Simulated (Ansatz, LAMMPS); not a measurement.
# Amorphous 75TiO2-25Al2O3 (mol %) (84 atoms): geometry optimisation

Wanted: the relaxed structure of amorphous 75TiO2-25Al2O3 (mol %) (84 atoms) and its electronic structure.

Main program and level: Ansatz 0.2.0; Kohn-Sham DFT, PBE, PAW (set soft_2), plane waves.

Report form: the programs' logs are mostly left out.

### 1. The structure

The cell holds 84 atoms: 18 Ti, 12 Al and 54 O. Cell: a = 10.018 Å, b = 10.018 Å, c = 10.018 Å, α = 90.0°, β = 90.0°, γ = 90.0°. 84 atoms (18 Ti, 12 Al, 54 O) placed at random at 3.38 g/cm³, melted at 5000 K for 10 ps at fixed volume with the Morse and Coulomb pair potential with partial charges (Pedone, Malavasi, Menziani, Cormack and Segre, J. Phys. Chem. B 110, 11780 (2006)). Quenched from 5000 K to 300 K at 50 K/ps and fixed volume, held 5 ps, then minimised at fixed cell.

Limits known from the start: The quench rate of 50 K/ps is orders of magnitude faster than experiment, which tends to freeze in extra defects. The starting topology of bonds comes from the classical model. Only the Γ point is sampled in the main run, in a cell whose shortest periodic width is 10 Å.

### 2. How the cell was made

A classical potential supplies the starting structure, since it reaches far longer times than DFT.

This step: classical MD, Morse and Coulomb pair potential with partial charges (Pedone, Malavasi, Menziani, Cormack and Segre, J. Phys. Chem. B 110, 11780 (2006)) (LAMMPS 22 Jul 2025 - Update 4).

File in.lmp:

```
# melt-quench of Ti18Al12O54
units metal
atom_style charge
boundary p p p
region box block 0 10.0183 0 10.0183 0 10.0183
create_box 3 box
mass 1 47.8670   # Ti
mass 2 26.9815   # Al
mass 3 15.9990   # O
create_atoms 1 random 18 41526 NULL overlap 1.5 maxtry 2000
create_atoms 2 random 12 41533 NULL overlap 1.5 maxtry 2000
create_atoms 3 random 54 41540 NULL overlap 1.5 maxtry 2000
pair_style hybrid/overlay pedone 5.5 coul/long 8.0
pair_coeff * * coul/long
pair_coeff 1 3 pedone 0.024235 2.254703 2.708943 1   # Ti-O
pair_coeff 2 3 pedone 0.361581 1.900442 2.164818 0.9   # Al-O
pair_coeff 3 3 pedone 0.042395 1.379316 3.618701 22   # O-O
set type 1 charge 2.4
set type 2 charge 1.8
set type 3 charge -1.2
kspace_style pppm 1.0e-4
neigh_modify delay 0 every 1 check yes
thermo_style custom step time temp pe press density
thermo_modify norm yes
timestep 0.002
thermo 100
min_style cg
minimize 1e-4 1e-4 200 2000
reset_timestep 0
velocity all create 5000 41527 mom yes dist gaussian
fix lim all nve/limit 0.05
fix lan all langevin 5000 5000 0.2 41528 zero yes
thermo 500
run 1000 post no
# [... 10 lines left out ...]
thermo 1250
fix md all nvt temp 300 300 0.2
run 2500 post no
unfix md
thermo 100
min_style cg
minimize 0 1e-3 2000 20000
write_dump all custom glass.dump id type xs ys zs modify sort id
```

The run is started by

```sh
$ lmp -in in.lmp -log none -nocite
```

Run time: 25 s. Hardware: 1 thread of Arm Neoverse V1, shared host; peak memory 0.073 GiB.

### 3. Single point at the start

The forces at the start show how far the geometry lies from a minimum of this functional.

File input.yaml:

```yaml
crystal:
  lattice:
    - [10.0183, 0.0, 0.0]
    - [0.0, 10.0183, 0.0]
    - [0.0, 0.0, 10.0183]
  atoms:
    - { symbol: Ti, position: [0.96997, 0.47762, 0.83725] }
    - { symbol: Ti, position: [0.24809, 0.28261, 0.32634] }
    - { symbol: Ti, position: [0.78754, 0.10236, 0.27462] }
    - { symbol: Ti, position: [0.2442, 0.92583, 0.27804] }
    - { symbol: Ti, position: [0.87382, 0.95483, 0.63507] }
    - { symbol: Ti, position: [0.77164, 0.7722, 0.30627] }
    - { symbol: Ti, position: [0.6623, 0.61541, 0.72652] }
    - { symbol: Ti, position: [0.06365, 0.79335, 0.03063] }
[... 72 atom lines left out ...]
    - { symbol: O, position: [0.36033, 0.59353, 0.79981] }
    - { symbol: O, position: [0.23266, 0.06633, 0.66152] }
    - { symbol: O, position: [0.12813, 0.26363, 0.45789] }
    - { symbol: O, position: [0.48595, 0.40365, 0.95786] }
kpoints:
  mp_grid: { grid: [1, 1, 1] }
hamiltonian:
  xc: pbe
scf:
  occupations: { method: fermi_dirac, width: 0.025 }
output:
  forces: true
```

The run is started by

```sh
$ ansatz run input.yaml --threads 4 --pin off --max-ram 8192MiB --backend cpu --events-out ev --progress --plain --runs-dir out
```

It took 12 s on 4 threads of Arm Neoverse V1, shared host; peak memory 1.3 GiB; 46 s of CPU time.

Numbers from this run:

```yaml
free_energy: -82190.5869 eV
free_energy_per_atom: -978.4594 eV/atom
scf_cycles: 11
r_m_s_force_component: 0.8086 eV/Å
longest_force: 2.717 eV/Å
fermi_energy: 7.249 eV
```

The r.m.s. force component of 0.81 eV/Å sets the starting point.

Neighbours are counted within 2.64 Å (O-Ti), 2.19 Å (O-Al).

Length of the force by element and coordination:

```
element  coordination  atoms  mean length of the force (eV/Å)  spread   least   most
     Al           all     12                             1.22   0.457   0.464   2.01
     Al             4     11                             1.26   0.457   0.464   2.01
     Al             5      1                            0.793       0   0.793  0.793
      O           all     54                             1.21   0.537  0.0682   2.54
      O             2     28                             1.16   0.485   0.223   2.39
      O             3     26                             1.27   0.583  0.0682   2.54
     Ti           all     18                             1.54   0.615   0.717   2.72
     Ti             4      8                             1.24   0.421   0.717   2.00
     Ti             5      7                             1.87   0.686   0.861   2.72
     Ti             6      3                             1.60   0.453   0.966   1.99
```

### 4. Cell and atoms relaxed

The cell is relaxed with the atoms, since the starting lattice needn't suit this functional.

Changes to input.yaml since step 3:

```diff
@@ -15 +15,5 @@
   forces: true
+relax:
+  f_tol: 0.04
+  max_steps: 250
+  cell: {}
```

Elapsed: 3.8 min, on 4 threads; peak memory 1.4 GiB; 14 min of CPU time.

The steps of the relaxation:

```
step  energy less that of the first step (eV)  largest force component (eV/Å)  pressure (GPa)  volume (Å³)
   1                                   0.0000                          2.2884           13.11      1005.50
   2                                  -3.7592                          1.4554            4.19      1051.47
   3                                  -4.8565                          0.6383           -0.40      1079.21
   4                                  -5.4039                          0.5395           -0.24      1079.83
   5                                  -5.5124                          0.7880            0.07      1079.05
   6                                  -5.5396                          0.3800            0.04      1077.50
   7                                  -5.5913                          0.1789            0.07      1076.67
   8                                  -5.5997                          0.0980           -0.02      1078.44
   9                                  -5.6078                          0.0594            0.00      1077.24
  10                                  -5.6070                          0.0201           -0.01      1077.96
 11*                                  -6.0757                          0.0202            0.71      1077.96
  12                                  -6.0751                          0.0690            0.30      1084.58
  13                                  -6.0565                          0.1015           -0.36      1089.67
  14                                  -6.0672                          0.0549            0.02      1088.43
  15                                  -6.0669                          0.0343            0.00      1088.45
 16*                                  -6.1138                          0.0346            0.02      1088.45
  17                                  -6.1135                          0.0136            0.01      1088.94
 18*                                  -6.1142                          0.0136            0.01      1088.94
```

Relaxation steps marked * repeat the geometry before them on a plane-wave basis chosen anew for their cell, so energy and pressure can jump there.

```
     cell as run  before   after  change
           a (Å)  10.018  10.267  +2.5 %
           b (Å)  10.018  10.185  +1.7 %
           c (Å)  10.018  10.423  +4.0 %
           α (°)   90.00   91.97  +2.2 %
           β (°)   90.00   90.74  +0.8 %
           γ (°)   90.00   88.65  -1.5 %
volume (Å³/atom)   11.97   12.96  +8.3 %
```

The atoms that moved most (Å, as changes of fractional coordinates times the final cell):

```
atom      dx      dy      dz  length
 O51   0.076  -0.215  -0.292   0.371
 O78  -0.069  -0.099  -0.304   0.327
Al23   0.274   0.102   0.144   0.326
 O39  -0.209  -0.193   0.139   0.316
 O74   0.062  -0.154  -0.252   0.302
 O73   0.185   0.049   0.222   0.293
 O52   0.076   0.236   0.147   0.288
 O54   0.255   0.069   0.002   0.264
```

The relaxation changed the energy by -72.8 meV/atom, and atoms moved by 0.18 Å r.m.s., 0.37 Å at most.

### 5. Local order after relaxation

Bonds before and after, by the cutoffs listed below:

```
pair  bonds before  bonds after  mean before (Å)  mean after (Å)  spread before (Å)  spread after (Å)
O-Ti            85           85            1.872           1.920              0.145             0.156
O-Al            53           53            1.814           1.833              0.159             0.104
```

Density 3.13 g/cm³, 12.96 Å³ an atom.

g(r), total and by pair (bins of 0.2 Å):

```
r (Å)  total   O-O  O-Ti  O-Al  Ti-Ti  Ti-Al  Al-Al
 1.70   1.67  0.00  2.46  5.40   0.00   0.00   0.00
 1.90   2.50  0.00  5.96  4.63   0.00   0.00   0.00
 2.10   0.49  0.00  1.38  0.60   0.00   0.00   0.00
 2.30   0.17  0.00  0.60  0.00   0.00   0.00   0.00
 2.50   0.29  0.65  0.08  0.00   0.00   0.00   0.00
 2.70   0.78  1.81  0.00  0.00   0.00   0.53   0.00
 2.90   1.88  3.77  0.32  0.55   0.00   1.88   0.76
 3.10   1.04  1.85  0.14  0.21   0.27   1.63   4.30
 3.30   0.84  0.68  0.40  0.61   1.92   3.33   2.19
 3.50   1.06  0.94  0.75  1.09   2.60   2.29   0.00
 3.70   0.99  0.65  1.15  1.36   2.36   0.30   1.34
 3.90   0.87  0.54  1.46  1.00   0.88   0.27   0.38
 4.10   0.99  0.42  1.77  1.40   0.64   0.35   0.70
 4.30   1.23  0.61  1.85  1.96   1.02   0.65   0.96
 4.50   1.20  0.83  1.44  1.77   0.67   1.38   0.86
 4.70   0.89  0.77  0.98  0.97   0.96   1.17   0.54
 4.90   0.90  0.99  0.81  0.81   0.89   0.93   1.01
```

Bonds by pair of elements; cutoffs follow the first minimum of g(r), held within bounds set by covalent radii, and pairs that aren't listed don't count as bonded:

```
pair A-B  cutoff (Å)  bonds  mean length (Å)  spread (Å)  shortest (Å)  B about A  A about B
    O-Ti        2.64     85             1.92       0.156          1.73       1.57       4.72
    O-Al        2.49     53             1.83       0.104           1.7      0.981       4.42
```

How many atoms have how many bonded neighbours:

```
element  mean   2   3  4  5  6
     Al  4.42   0   0  8  3  1
      O  2.56  24  30  0  0  0
     Ti  4.72   0   0  7  9  2
```

Bond angles (no mean is given where the spread exceeds 20°):

```
  angle  count  mean (°)  spread (°)
 O-Ti-O    162         -           -
 O-Al-O     93         -           -
Al-O-Ti     62         -           -
Ti-O-Ti     37       132        16.9
Al-O-Al     15       125        11.7
```

Oxygen atoms by the number of network formers (Si, P, Ge, B, Al, As, Ga) bound to them:

```
network formers bound to O  O atoms  per cent
                         0       15      27.8
                         1       26      48.1
                         2       12      22.2
                         3        1       1.9
```

Network units: each former by its oxygen neighbours and how many of them bridge to another former:

```
former  O neighbours  bridging O  atoms
    Al             4           0      1
    Al             4           1      1
    Al             4           2      4
    Al             4           3      2
    Al             5           3      3
    Al             6           3      1
```

Bond length by coordination (bonds to H left out):

```
element  coordination  atoms  mean bond length (Å)
     Al             4      8                  1.78
     Al             5      3                   1.9
     Al             6      1                  1.96
      O             2     24                  1.80
      O             3     30                  1.93
     Ti             4      7                  1.83
     Ti             5      9                  1.94
     Ti             6      2                  2.04
```

Rings of the network by King's shortest-path rule, up to 12 atoms, one path for each pair of neighbours; H, halogens, alkali and alkaline-earth atoms are left out, and the last column divides by all other atoms, bonded or not:

```
ring size (atoms)  rings  per network atom
                4     12             0.143
                6     21              0.25
                8     58              0.69
               10     44             0.524
               12      8             0.095
```

By these cutoffs 67 % of Al atoms have 4, 56 % of O atoms have 3 and 50 % of Ti atoms have 5 bonded neighbours. Counting bonds to Al alone, not to Ti, 22 % of the oxygens join two of these atoms and 48 % one; 2 % join three; 28 % join none. The commonest Al unit has 4 oxygens, 2 of them shared with other formers (4 of 12 atoms). Rings of 8 atoms are the most common (41 % of those counted); sizes run from 4 to 12, where the search stops.

(Continued in part 2 of 2.)

[Logs are printed without paths, hosts, clocks, repeated set-up lines and the standing remarks that a program may print on its own settings, such as how far it seeks lower states.]

[Hosts, paths, dates, database ids (printed as entryN), source tags and the programs' standing remarks are cut or masked in the printed files.]
